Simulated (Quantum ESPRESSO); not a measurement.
# CdF2 (Fm-3m): from Born charge to LO-TO splitting

How high does the longitudinal optical mode of CdF2 (Fm-3m) lie, given the transverse one, the Born charge and ε∞?

Program: Quantum ESPRESSO 7.5. Level of theory: DFT LDA, scalar-relativistic, plane waves, PseudoDojo norm-conserving pseudopotentials. Results are calculated unless marked as measured.

## 1. The relaxed structure

Symmetry: Fm-3m, No. 225, cubic system. The conventional cell has a = 5.298 Å, b = 5.298 Å, c = 5.298 Å, α = 90.00°, β = 90.00°, γ = 90.00°. Nearest to Cd lie 8 F at 2.29 Å. F has 4 Cd at 2.29 Å nearest. Farther neighbours and most contacts between anions are not listed.

As a file:

```
Cd F
1.0
    -2.64898    0.00000    2.64898
     0.00000    2.64898    2.64898
    -2.64898    2.64898    0.00000
Cd F
1 2
Direct
  0.00000 0.00000 0.00000
  0.75000 0.75000 0.75000
  0.25000 0.25000 0.25000
```

This is the cell after its relaxation at this level of theory, not the database cell from which that began.

## 2. What the response run gave

A linear-response run on the relaxed cell, with the response to an electric field; only its zone-centre results are used. Cutoff 112 Ry, k mesh 8×8×8.

The program printed:

```text
[banners, grids, parts of the stress and lines that vanish by symmetry left out]
Program PHONON v.7.5
     Reading xml data from directory:

[...]
Exchange-correlation= PW
                           (   1   4   0   0   0   0   0)
[...]
kinetic-energy cut-off    =     112.0000  Ry
     charge density cut-off    =     448.0000  Ry
     convergence threshold     =      1.0E-18
[...]
Exchange-correlation= PW
                           (   1   4   0   0   0   0   0)
[...]
q = (   0.0000000   0.0000000   0.0000000 )
     49 Sym.Ops. (with q -> -q+G )
     G cutoff =  568.7281  (  39957 G-vectors)     FFT grid: ( 48, 48, 48)
     number of k points=    29
[...]
Mode symmetry, O_h (m-3m)  point group:
[...]
Dielectric constant
[...]
End of electric fields calculation
          Dielectric constant in cartesian axis
          (       2.916618042       0.000000000       0.000000000 )
          (       0.000000000       2.916618042      -0.000000000 )
          (       0.000000000      -0.000000000       2.916618042 )
          Effective charges (d Force / dE) in cartesian axis without acoustic sum rule applied (asr)
           atom    1  Cd    Mean Z*:        2.45250
      Ex  (        2.45250       -0.00000        0.00000 )
      Ey  (       -0.00000        2.45250       -0.00000 )
      Ez  (        0.00000       -0.00000        2.45250 )
           atom    2  F     Mean Z*:       -1.22590
      Ex  (       -1.22590        0.00000        0.00000 )
      Ey  (       -0.00000       -1.22590        0.00000 )
      Ez  (        0.00000        0.00000       -1.22590 )
           atom    3  F     Mean Z*:       -1.22590
      Ex  (       -1.22590       -0.00000       -0.00000 )
      Ey  (       -0.00000       -1.22590        0.00000 )
      Ez  (       -0.00000        0.00000       -1.22590 )
          Effective charges Sum: Mean:        0.00070
[...]
Effective charges (d Force / dE) in cartesian axis with asr applied:
           atom    1  Cd    Mean Z*:        2.45227
[...]
atom    2  F     Mean Z*:       -1.22614
[...]
atom    3  F     Mean Z*:       -1.22614
[...]
Representation #   1 modes #   1   2   3
[...]
End of self-consistent calculation
     Convergence has been achieved
     Representation #   2 modes #   4   5   6
[...]
End of self-consistent calculation
     Convergence has been achieved
     Representation #   3 modes #   7   8   9
[...]
End of self-consistent calculation
     Convergence has been achieved
[...]
Dielectric constant in cartesian axis
          (       2.916618042       0.000000000       0.000000000 )
          (       0.000000000       2.916618042      -0.000000000 )
          (       0.000000000      -0.000000000       2.916618042 )
          Effective charges (d Force / dE) in cartesian axis without acoustic sum rule applied (asr)
           atom    1  Cd    Mean Z*:        2.45250
      Ex  (        2.45250       -0.00000        0.00000 )
      Ey  (       -0.00000        2.45250       -0.00000 )
      Ez  (        0.00000       -0.00000        2.45250 )
           atom    2  F     Mean Z*:       -1.22590
      Ex  (       -1.22590        0.00000        0.00000 )
      Ey  (       -0.00000       -1.22590        0.00000 )
      Ez  (        0.00000        0.00000       -1.22590 )
           atom    3  F     Mean Z*:       -1.22590
      Ex  (       -1.22590       -0.00000       -0.00000 )
      Ey  (       -0.00000       -1.22590        0.00000 )
      Ez  (       -0.00000        0.00000       -1.22590 )
          Effective charges Sum: Mean:        0.00070
[...]
Effective charges (d Force / dE) in cartesian axis with asr applied:
           atom    1  Cd    Mean Z*:        2.45227
[...]
atom    2  F     Mean Z*:       -1.22614
[...]
atom    3  F     Mean Z*:       -1.22614
[...]
q = (    0.000000000   0.000000000   0.000000000 )
[...]
freq (    1) =      -0.060204 [THz] =      -2.008205 [cm-1]
     freq (    2) =      -0.060204 [THz] =      -2.008205 [cm-1]
     freq (    3) =      -0.060204 [THz] =      -2.008205 [cm-1]
     freq (    4) =       7.142664 [THz] =     238.253623 [cm-1]
     freq (    5) =       7.142664 [THz] =     238.253623 [cm-1]
     freq (    6) =       7.142664 [THz] =     238.253623 [cm-1]
     freq (    7) =       9.555633 [THz] =     318.741593 [cm-1]
     freq (    8) =       9.555633 [THz] =     318.741593 [cm-1]
     freq (    9) =       9.555633 [THz] =     318.741593 [cm-1]
[...]
Mode symmetry, O_h (m-3m)  point group:
     freq (   1-   3) =         -2.0  [cm-1]   --> T_1u G_15  G_4- I
     freq (   4-   6) =        238.3  [cm-1]   --> T_1u G_15  G_4- I
     freq (   7-   9) =        318.7  [cm-1]   --> T_2g G_25' G_5+ R

   JOB DONE.
```

| quantity | value |
| --- | --- |
| cell volume Ω (Å³) | 37.176 |
| mass of Cd (u) | 112.414 |
| mass of F (u) | 18.998 |
| Born charge of Cd, raw (e) | 2.453 |
| Born charge of F, raw (e) | -1.226 |
| ε∞ | 2.917 |
| ω(TO) after the sum rule (cm⁻¹) | 238.3 |

## 3. The calculation

The charges must sum to zero over the cell; taking off their mean, 0.000 e, leaves Z* = 2.452 e on Cd. In the polar mode Cd moves against the two F, so the reduced mass is μ = 112.41 × 38.00 / 150.41 = 28.398 u.

A longitudinal wave builds up a field that adds to the restoring force: ω(LO)² = ω(TO)² + 4π Z*² / (μ Ω ε∞), in Hartree atomic units. With μ = 51766 electron masses and Ω = 250.88 bohr³ the second term is 1.9951e-06 Ha², or 96100 cm⁻² (1 Ha = 219474.6 cm⁻¹).

So ω(LO) = √(56773 + 96100) = 391.0 cm⁻¹, and by the Lyddane-Sachs-Teller relation ε₀ = ε∞ (ω(LO)/ω(TO))² = 7.85.

## 4. Check against the program

The analysis program adds the same non-analytic term to the full matrix, here for q along (1 0 0).

The program printed:

```text
[banners, grids, parts of the stress and lines that vanish by symmetry left out]
[banner, memory and clock lines left out]
Program DYNMAT v.7.5

     Reading Dynamical Matrix from file g.dyn
     ...Force constants read
     ...epsilon and Z* read

     Polarizability (A^3 units)
     multiply by 0.610176 for Clausius-Mossotti correction
         5.670140    0.000000    0.000000
         0.000000    5.670140   -0.000000
         0.000000   -0.000000    5.670140

     IR activities are in (D/A)^2/amu units

# mode   [cm-1]    [THz]      IR
    1     -0.00   -0.0000    0.0000
    2      0.00    0.0000    0.0000
[...]
8    318.75    9.5560    0.0000
    9    390.99   11.7215    4.8856

[end of the log left out, with the tail of the file of modes that dynmat.x writes under the same name]
```

ε₀ comes from the program's run without a direction of q.

| quantity | by hand | program |
| --- | --- | --- |
| ω(LO) (cm⁻¹) | 391.0 | 391.0 |
| ε₀ | 7.85 | 7.85 |

## 5. Outcome

* TO mode: 238.3 cm⁻¹
* LO mode: 391.0 cm⁻¹
* static dielectric constant: 7.854

What this shows: The LO mode of CdF2 (Fm-3m) lies at 391 cm⁻¹, 153 cm⁻¹ above the TO mode; the formula meets the program within 0.1 cm⁻¹, as it must for a cubic crystal with one polar mode. ω(LO)² − ω(TO)² goes with Z*²/ε∞: an error of 5 % in ε∞ would move the LO mode by 5.9 cm⁻¹, and semilocal functionals tend to overestimate ε∞. These are harmonic values at zero temperature, at the volume of this functional, for the structure held cubic; stability elsewhere in the zone is no part of this calculation.

[Host names and launcher messages were left out of these logs when they were recorded.]

[Logs are printed without paths, hosts, clocks, repeated set-up lines and the standing remarks that a program may print on its own settings, such as how far it seeks lower states.]

[Hosts, paths, dates, database ids (printed as entryN), source tags and the programs' standing remarks are cut or masked in the printed files.]
